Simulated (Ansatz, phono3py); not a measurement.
# KCl (Sylvite, Fm-3m): lattice thermal conductivity, part 2 of 3

Aim: the lattice thermal conductivity of KCl (Sylvite) against temperature, and which phonons carry it.

Experimental results on record:
- thermal conductivity 7.1 W/m/K near room temperature (given in “Combining the AFLOW GIBBS and Elastic Libraries to efficiently and robustly screen thermo-mechanical properties of solids”, 2017, arXiv:1611.05714)
- thermal conductivity 7.1 W/m/K near room temperature (given in “Predicting the lattice thermal conductivity of solids by solving the Boltzmann transport equation: AFLOW - AAPL an automated, accurate and efficient framework”, 2017, arXiv:1611.05481)

Ansatz 0.2.0; DFT LDA, scalar-relativistic, plane waves, PAW.

So far. Step 2 (Probe on a coarse mesh): The start is under -2.0 GPa at this level and looks like an insulator or semiconductor on this mesh. Step 5 (Relaxing to small residual forces and stress): The residual pressure is -0.0094 GPa, small enough for phonons.

### 6. An input with a fault

This input was changed on purpose, to see how the program answers.

The input, input.yaml:

```yaml
crystal:
  lattice:
    - [0.0, 3.0385033786, 3.0385033786]
    - [3.0385033786, 0.0, 3.0385033786]
    - [3.0385033786, 3.0385033786, 0.0]
  atoms:
    - { symbol: K, position: [0.0, 0.0, 0.0] }
    - { symbol: Cl, position: [0.5, 0.5, 0.5] }
kpoints:
  mp_grid: { grid: [6, 6, 6] }
hamiltonian:
  xc: lda
scf:
  occupations: { method: fixed }
  max_iter: 50
output:
  eigenvalues: true
phonons:
  supercell: [2, 2, 2]
  dielectric: false
  third_order: { supercell: [2, 2, 2], pair_cutoff: 3.189 }
  lattice_thermal_conductivity:
    qmesh: [9, 10, 11]
    temperatures: [300]
    isotope_mass_variance:
      - { species: Cl, variance: 0.0005827 }
      - { species: K, variance: 0.000164 }
```

Launch:

```sh
> ansatz run input.yaml --threads 8 --pin off --max-ram 16384MiB --backend cpu --events-out ev --progress --plain --runs-dir out
```

Numbers of over 12 decimals in the logs are rounded to 6 here.

The program printed:

```text
Error: invalid value for `phonons.lattice_thermal_conductivity.qmesh`: [9, 10, 11] is not mapped onto itself by every operation of the crystal's point group, which phonons.lattice_thermal_conductivity requires of this mesh (its Boltzmann solve uses the whole point group); the smallest at or above it that is: [11, 11, 11]
```

The job ended after 0.12 s (8 threads of Arm Neoverse N1, shared host; peak memory 0.096 GiB).

The input was rejected at the start.

The program's message: “Error: invalid value for `phonons.lattice_thermal_conductivity.qmesh`: [9, 10, 11] is not mapped onto itself by every operation of the crystal's point group, which phonons.lattice_thermal_conductivity …”

The fault put into the input: a q mesh that breaks the point group.

### 7. A cheap rung, k-mesh 6×6×6, q-mesh of the transport sums 11×11×11

A small supercell and a short cutoff cost little, and show how far such settings carry.

input.yaml, the sections that differ from step 6:

```yaml
scf:
  occupations: { method: fixed }
phonons:
  method: fd
  dielectric: true
  supercell: [2, 2, 2]
  temperatures: { t_max: 1000, t_step: 50 }
  qpath:
    path:
      - [[0.0, 0.0, 0.0], [0.5, 0.0, 0.5], [0.625, 0.25, 0.625]]
      - [[0.375, 0.375, 0.75], [0.0, 0.0, 0.0], [0.5, 0.5, 0.5], [0.5, 0.25, 0.75], [0.5, 0.0, 0.5]]
    npoints: 10
  third_order: { supercell: [2, 2, 2], pair_cutoff: 3.189 }
  lattice_thermal_conductivity:
    qmesh: [11, 11, 11]
    temperatures: [100.0, 150.0, 200.0, 300.0, 400.0, 500.0, 600.0, 800.0]
    isotope_mass_variance:
      - { species: Cl, variance: 0.0005827 }
      - { species: K, variance: 0.000164 }
# crystal, kpoints, hamiltonian, output: as in step 6
```

The program printed:

```text
Warning: phonons.dielectric: true without phonons.rigid_motions: the static dielectric tensor ε⁰ will be withheld (ε∞, Z* and the rows of modes are given); for a crystal or a slab, whose only rigid motions are the translations, set phonons.rigid_motions: translations
[...]
Crystal: 16 atoms, lattice volume = 448.848 Å³
Basis set: ecut = 420 eV, 8801 PW (Γ)
Bands: 80, of which v1, the nominal top of the filled ones, is band 64 counted from 1 (63 counted from 0)
Symmetry: 384 space group operations
k-points: 4 of 27
[...]
SCF iter   1: F=—  HF=-20354.335285 eV  |F-HF|=—  |Δ(HF+E_count)|=         —  Δρ=6.01e-8  dr2=9.36e-12  ethr=1.00e-12  ⟨swp⟩=3.0  Hψ=796  notcnv=0
[...]
SCF iter   2: F=-20354.335285 eV  HF=-20354.335285 eV  |F-HF|=0.00e0  |Δ(HF+E_count)|=  7.28e-12  Δρ=3.30e-8  dr2=2.86e-12  ethr=1.00e-12  ⟨swp⟩=3.0  Hψ=688  notcnv=0
SCF 1 converged in 2 iterations: F = -20354.335285 eV  dr2 = 2.86e-12
[...]
Crystal: 2 atoms, lattice volume = 56.106 Å³
Basis set: ecut = 420 eV, 1067 PW (Γ), exchange–correlation on 60×60×60 points (8 copies of the dense FFT grid, shifted against one another)
Bands: 12, of which v1, the nominal top of the filled ones, is band 8 counted from 1 (7 counted from 0)
Symmetry: 48 space group operations
k-points: 30 of 216 (irreducible under 8 space group operations, time reversal used)
[...]
SCF iter   3: F=-2544.291911 eV  HF=-2544.291911 eV  |F-HF|=7.00e-11  |Δ(HF+E_count)|=  1.37e-10  Δρ=4.62e-7  dr2=9.28e-11  ethr=1.00e-12  ⟨swp⟩=4.0  Hψ=1768  notcnv=0
SCF 2 converged in 3 iterations: F = -2544.291911 eV  dr2 = 9.28e-11
[...]
NSCF: frozen V_eff on 2 k-points
DFPT response loops at Γ: preconditioner auto → none (the input reference at scf.mixing.eps_inf says where Resta's filter doesn't serve); β = 0.50; Broyden in place of MSR1
Symmetry: 8 space group operations
k-points: 6 of 27 (time reversal used)
[...]
SCF iter   6: F=-20354.335277 eV  HF=-20354.335277 eV  |F-HF|=7.28e-12  |Δ(HF+E_count)|=  5.09e-11  Δρ=3.16e-8  dr2=5.48e-12  ethr=1.00e-12  ⟨swp⟩=4.0  Hψ=2020  notcnv=0
SCF 3 converged in 6 iterations: F = -20354.335277 eV  dr2 = 5.48e-12
[...]
SCF iter   6: F=-20354.335277 eV  HF=-20354.335277 eV  |F-HF|=0.00e0  |Δ(HF+E_count)|=  1.09e-11  Δρ=1.80e-8  dr2=1.75e-12  ethr=1.00e-12  ⟨swp⟩=5.0  Hψ=1962  notcnv=0
SCF 4 converged in 6 iterations: F = -20354.335277 eV  dr2 = 1.75e-12
[...]
Symmetry: 96 space group operations
k-points: 6 of 27
[...]
SCF iter   2: F=-20354.335285 eV  HF=-20354.335285 eV  |F-HF|=0.00e0  |Δ(HF+E_count)|=   2.00e-6  Δρ=6.05e-8  dr2=5.24e-12  ethr=1.00e-12  ⟨swp⟩=4.7  Hψ=1676  notcnv=0
SCF 5 converged in 2 iterations: F = -20354.335285 eV  dr2 = 5.24e-12
Symmetry: 6 space group operations
[...]
SCF iter   7: F=-20354.334187 eV  HF=-20354.334187 eV  |F-HF|=5.60e-10  |Δ(HF+E_count)|=  8.66e-10  Δρ=3.05e-7  dr2=8.21e-10  ethr=1.00e-12  ⟨swp⟩=4.0  Hψ=1438  notcnv=0
SCF 6 converged in 7 iterations: F = -20354.334187 eV  dr2 = 8.21e-10
Symmetry: 2 space group operations
k-points: 10 of 27 (time reversal used)
[...]
SCF iter   7: F=-20354.331817 eV  HF=-20354.331817 eV  |F-HF|=2.18e-11  |Δ(HF+E_count)|=   1.26e-9  Δρ=1.94e-7  dr2=1.47e-10  ethr=1.00e-12  ⟨swp⟩=4.0  Hψ=2384  notcnv=0
SCF 7 converged in 7 iterations: F = -20354.331817 eV  dr2 = 1.47e-10
[...]
SCF iter   7: F=-20354.334357 eV  HF=-20354.334357 eV  |F-HF|=4.07e-10  |Δ(HF+E_count)|=  6.91e-10  Δρ=2.64e-7  dr2=6.05e-10  ethr=1.00e-12  ⟨swp⟩=4.0  Hψ=2364  notcnv=0
SCF 8 converged in 7 iterations: F = -20354.334357 eV  dr2 = 6.05e-10
Symmetry: 1 space group operations
k-points: 14 of 27 (time reversal used)
[...]
SCF iter   7: F=-20354.333194 eV  HF=-20354.333194 eV  |F-HF|=3.24e-10  |Δ(HF+E_count)|=  7.49e-10  Δρ=2.75e-7  dr2=5.80e-10  ethr=1.00e-12  ⟨swp⟩=4.0  Hψ=3610  notcnv=0
SCF 9 converged in 7 iterations: F = -20354.333194 eV  dr2 = 5.80e-10
[...]
SCF 10 converged in 7 iterations: F = -20354.333554 eV  dr2 = 1.58e-10
[...]
SCF 11 converged in 7 iterations: F = -20354.332690 eV  dr2 = 8.52e-10
[...]
SCF 12 converged in 7 iterations: F = -20354.333129 eV  dr2 = 1.25e-10
[...]
SCF 13 converged in 7 iterations: F = -20354.333589 eV  dr2 = 1.25e-10
[...]
SCF 14 converged in 7 iterations: F = -20354.333195 eV  dr2 = 4.36e-10
[...]
SCF 15 converged in 7 iterations: F = -20354.333122 eV  dr2 = 1.06e-10
[...]
SCF 16 converged in 7 iterations: F = -20354.332802 eV  dr2 = 6.56e-10
[...]
SCF 17 converged in 6 iterations: F = -20354.334258 eV  dr2 = 2.69e-10
[...]
SCF iter   6: F=-20354.332041 eV  HF=-20354.332041 eV  |F-HF|=4.40e-10  |Δ(HF+E_count)|=   5.73e-9  Δρ=3.55e-7  dr2=7.36e-10  ethr=1.00e-12  ⟨swp⟩=3.0  Hψ=3308  notcnv=0
SCF 18 converged in 6 iterations: F = -20354.332041 eV  dr2 = 7.36e-10
[...]
SCF iter   6: F=-20354.334417 eV  HF=-20354.334417 eV  |F-HF|=1.24e-10  |Δ(HF+E_count)|=   1.75e-9  Δρ=1.88e-7  dr2=2.07e-10  ethr=1.00e-12  ⟨swp⟩=4.0  Hψ=2679  notcnv=0
SCF 19 converged in 6 iterations: F = -20354.334417 eV  dr2 = 2.07e-10
[...]
SCF iter   7: F=-20354.333194 eV  HF=-20354.333194 eV  |F-HF|=5.82e-11  |Δ(HF+E_count)|=  7.79e-10  Δρ=1.87e-7  dr2=2.07e-10  ethr=1.00e-12  ⟨swp⟩=4.0  Hψ=3301  notcnv=0
SCF 20 converged in 7 iterations: F = -20354.333194 eV  dr2 = 2.07e-10
[...]
SCF iter   7: F=-20354.333590 eV  HF=-20354.333590 eV  |F-HF|=7.28e-12  |Δ(HF+E_count)|=  2.95e-10  Δρ=1.58e-7  dr2=1.34e-10  ethr=1.00e-12  ⟨swp⟩=4.0  Hψ=2360  notcnv=0
SCF 21 converged in 7 iterations: F = -20354.333590 eV  dr2 = 1.34e-10
[...]
SCF iter   7: F=-20354.332803 eV  HF=-20354.332803 eV  |F-HF|=1.42e-10  |Δ(HF+E_count)|=  8.62e-10  Δρ=2.14e-7  dr2=3.26e-10  ethr=1.00e-12  ⟨swp⟩=4.0  Hψ=2363  notcnv=0
SCF 22 converged in 7 iterations: F = -20354.332803 eV  dr2 = 3.26e-10
[...]
SCF iter   7: F=-20354.333121 eV  HF=-20354.333121 eV  |F-HF|=2.91e-11  |Δ(HF+E_count)|=  4.22e-10  Δρ=1.64e-7  dr2=1.45e-10  ethr=1.00e-12  ⟨swp⟩=4.0  Hψ=3304  notcnv=0
SCF 23 converged in 7 iterations: F = -20354.333121 eV  dr2 = 1.45e-10
[...]
SCF iter   6: F=-20354.333553 eV  HF=-20354.333553 eV  |F-HF|=6.55e-11  |Δ(HF+E_count)|=   1.09e-8  Δρ=4.32e-7  dr2=9.72e-10  ethr=1.00e-12  ⟨swp⟩=3.0  Hψ=3277  notcnv=0
SCF 24 converged in 6 iterations: F = -20354.333553 eV  dr2 = 9.72e-10
[...]
SCF iter   7: F=-20354.333195 eV  HF=-20354.333195 eV  |F-HF|=4.00e-11  |Δ(HF+E_count)|=  6.80e-10  Δρ=1.81e-7  dr2=1.76e-10  ethr=1.00e-12  ⟨swp⟩=4.0  Hψ=3300  notcnv=0
SCF 25 converged in 7 iterations: F = -20354.333195 eV  dr2 = 1.76e-10
[...]
SCF iter   7: F=-20354.333129 eV  HF=-20354.333129 eV  |F-HF|=2.18e-11  |Δ(HF+E_count)|=  3.06e-10  Δρ=1.53e-7  dr2=1.23e-10  ethr=1.00e-12  ⟨swp⟩=4.0  Hψ=3303  notcnv=0
SCF 26 converged in 7 iterations: F = -20354.333129 eV  dr2 = 1.23e-10
[...]
SCF iter   7: F=-20354.332689 eV  HF=-20354.332689 eV  |F-HF|=3.64e-11  |Δ(HF+E_count)|=  7.93e-10  Δρ=1.74e-7  dr2=1.69e-10  ethr=1.00e-12  ⟨swp⟩=4.0  Hψ=2360  notcnv=0
SCF 27 converged in 7 iterations: F = -20354.332689 eV  dr2 = 1.69e-10
SCF converged after 2 iterations
Free energy (F): -20354.335285 eV
[...]
Internal energy: -20354.335285 eV  (E = F + TS)
E sigma→0 (E₀):  -20354.335285 eV
Fermi energy:    1.340223 eV
[...]
--- Band table (eV) ---
  k-point 0: bands = [... 60 lower, 1.0866, 1.3402, 1.3402, 1.3402, 6.4507, 7.3821, 7.3821, 7.3821, ... 12 higher]
  k-point 1: bands = [... 60 lower, 1.0385, 1.0385, 1.2210, 1.2210, 7.1692, 7.8932, 7.8932, 7.8932, ... 12 higher]
  k-point 2: bands = [... 60 lower, 1.1306, 1.1306, 1.2554, 1.2554, 7.3043, 7.7430, 8.2358, 8.2358, ... 12 higher]
  k-point 3: bands = [... 60 lower, 1.0452, 1.1108, 1.1108, 1.1452, 8.0191, 8.2837, 8.2837, 8.5264, ... 12 higher]
--- Phonons: 2 displaced members + reference (amplitude 0.0025 Å, Σ member SCF iterations 12) ---
  symmetry images taken by strict's conditions (phonons.symmetry_images: auto; settled by no image being taken that strict refuses); asymmetry of the core-correction force 4.5e-15 eV/Å at the most on a site, 5.3e-14 eV/Å summed over every site of the supercell
  ASR residual: 1.741e-4 → 0.000e0 eV/Å²; symmetrization residual: 2.626e-5 eV/Å²
  largest component of a force at the reference: 4.0e-29 eV/Å
  ASR residual per site (eV/Å²): 1.74e-4 8.90e-6
  Γ frequencies (cm⁻¹): 0.00 0.00 0.00 161.23 161.23 161.23
  Unit cell's response to a homogeneous field, on a k mesh of 6×6×6: 1 representative field direction (Σ response iterations 7)
  ε∞ (high-frequency dielectric tensor):
        2.508022    -0.000000     0.000000
        0.000000     2.508022    -0.000000
        0.000000    -0.000000     2.508022
  ε⁰ (static dielectric tensor): not given — the deck does not say what the cell's rigid motions are, and on a molecule in a box or a wire the rigid rotations would enter the sum over the modes at Γ. For a crystal or a slab, whose only rigid motions are the translations, set phonons.rigid_motions: translations.
  Born effective charges Z* (e; rows j = field, columns β = displacement):
    site 0:
         1.10917   -0.00000    0.00000
        -0.00000    1.10917   -0.00000
        -0.00000   -0.00000    1.10917
    site 1:
        -1.10917    0.00000    0.00000
         0.00000   -1.10917    0.00000
         0.00000    0.00000   -1.10917
  Z* charge neutrality: 3.991e-5 e pre-enforcement
  k-mesh period / interband length: 25.8 Å / 1.24 Å = 20.88 at k = (0.0000, 0.0000, 0.0000), direct gap 5.110 eV — 14 or more, which is no proof of convergence
  optical modes at Γ without the LO–TO term, one row a degenerate level:
      ω (cm⁻¹)  modes    IR ((D/Å)²/amu)
        161.23      3             4.5798
  optical modes at Γ + LO–TO along q̂ = [1.0000, 0.0000, 0.0000]:
      ω (cm⁻¹)  modes    IR ((D/Å)²/amu)
        161.23      2             3.0532
        221.66      1             1.5266
  optical modes at Γ + LO–TO along q̂ = [0.0000, 1.0000, 0.0000]:
      ω (cm⁻¹)  modes    IR ((D/Å)²/amu)
        161.23      2             3.0532
        221.66      1             1.5266
  optical modes at Γ + LO–TO along q̂ = [0.0000, 0.0000, 1.0000]:
      ω (cm⁻¹)  modes    IR ((D/Å)²/amu)
        161.23      2             3.0532
        221.66      1             1.5266
  density of states and harmonic sums: on the 18×18×18 q-mesh, interpolated from the force constants of a 2×2×2 supercell (with the dipole–dipole term)
  largest difference from the sums on the solved wave vectors: F 7.66e-2 eV, S 1.09e-4 and C_V 3.22e-5 eV/K
  zero-point energy: 0.047169 eV/cell   skipped modes (ω ≤ 0): 3   left out of the sums: 8.57e-5 of the cell's modes: C_V's classical limit lies that fraction below 3 k_B per atom; for a crystal, a wire or a layer, F and S can be off by more, and a phonons.interpolated_qmesh denser along its periods is the remedy for the sampling
--- Third-order force constants: 22 member SCFs in a 2×2×2 supercell (pair cutoff 3.189 Å, amplitude 0.03 Å, SCF threshold 1.00e-9 eV, Σ member SCF iterations 150) ---
[...]
38 force-constant blocks with the first atom in the home cell, fitted with 6 parameters over 4 symmetry orbits; no atom triplet left out
  sum-rule residual: 1.375e-1 → 1.388e-16 eV/Å³; symmetrization residual: 6.934e-3 eV/Å³; largest sum-rule correction relative to its orbit: 2.810e-2, on the orbit of the block of home site 0 with site 1 of cell (-1, -1, 0) and site 0 of cell (0, 0, 0), whose norm before the correction was 4.890e0 eV/Å³
--- Lattice thermal conductivity: 11×11×11 mesh (56 irreducible points), tetrahedron method ---
  three-phonon and isotope scattering only; four-phonon, boundary and, in a metal, phonon-electron scattering are left out
  each conductivity is what the modes' populations carry and what the coherences between them add
  conductivity (a third of the tensor's trace), W/(m K), in the relaxation-time approximation and from the full solution:
       T (K)   relaxation time   full solution  iterations             ending  least Ritz value
      100.00           30.6357         35.9360           9          converged          5.186e-1
      150.00           20.8740         25.1656           9          converged          5.000e-1
      200.00           15.9250         19.4681           9          converged          4.898e-1
      300.00           10.8524         13.4492           9          converged          4.787e-1
      400.00            8.2569         10.2983           9          converged          4.728e-1
      500.00            6.6791          8.3589           9          converged          4.692e-1
      600.00            5.6187          7.0450           9          converged          4.666e-1
      800.00            4.2837          5.3788          10          converged          4.634e-1
```

The job ended after 2.3 min (8 threads; peak memory 1.6 GiB).

Numbers from this step:

* Γ frequencies: 0, 0, 0, 161.2, 161.2, 161.2 cm⁻¹ (negative: imaginary)
* lowest frequency on the path: 0 cm⁻¹
* zero-point energy: 0.04717 eV/cell
* point group: m-3m
* highest frequency: 221.7 cm⁻¹
* Debye temperature from the second moment: 247 K
* κ at 300 K (relaxation time): 10.85 W/m/K
* κ at 300 K (full solution): 13.45 W/m/K
* dipole term: run
* mean free path at half of κ: 18 nm
* share of κ above the three lowest branches: 0.13
* third-order blocks: 38
* periodic aliases dropped: 0
* largest relative sum-rule correction: 0.02810
* displaced cells, third order: 22

W/m/K. Kappa, by row:

```tsv
T (K)	RTA xx	RTA yy	RTA zz	full xx	full yy	full zz	coherence part xx	coherence part yy	coherence part zz	ending	iterations	least Ritz value
100	30.64	30.64	30.64	35.94	35.94	35.94	0.02656	0.02656	0.02656	converged	9	0.519
150	20.87	20.87	20.87	25.17	25.17	25.17	0.0431	0.0431	0.0431	converged	9	0.5
200	15.92	15.92	15.92	19.47	19.47	19.47	0.05662	0.05662	0.05662	converged	9	0.49
300	10.85	10.85	10.85	13.45	13.45	13.45	0.07818	0.07818	0.07818	converged	9	0.479
400	8.257	8.257	8.257	10.3	10.3	10.3	0.09505	0.09505	0.09505	converged	9	0.473
500	6.679	6.679	6.679	8.359	8.359	8.359	0.1087	0.1087	0.1087	converged	9	0.469
600	5.619	5.619	5.619	7.045	7.045	7.045	0.1199	0.1199	0.1199	converged	9	0.467
800	4.284	4.284	4.284	5.379	5.379	5.379	0.1371	0.1371	0.1371	converged	10	0.463
```

This rung gives 10.8 W/(m K) at 300 K by relaxation time, but with 16 atoms, 1 neighbour distance inside the cutoff and a 11×11×11 mesh it is a test, not the conductivity of the crystal.

(Part 2 of 3 ends here.)

[Logs are printed without paths, hosts, clocks, repeated set-up lines and the standing remarks that a program may print on its own settings, such as how far it seeks lower states.]

[Hosts, paths, dates, database ids (printed as entryN), source tags and the programs' standing remarks are cut or masked in the printed files.]

[A step with changed settings may run another functional than the one named; its input shows which.]
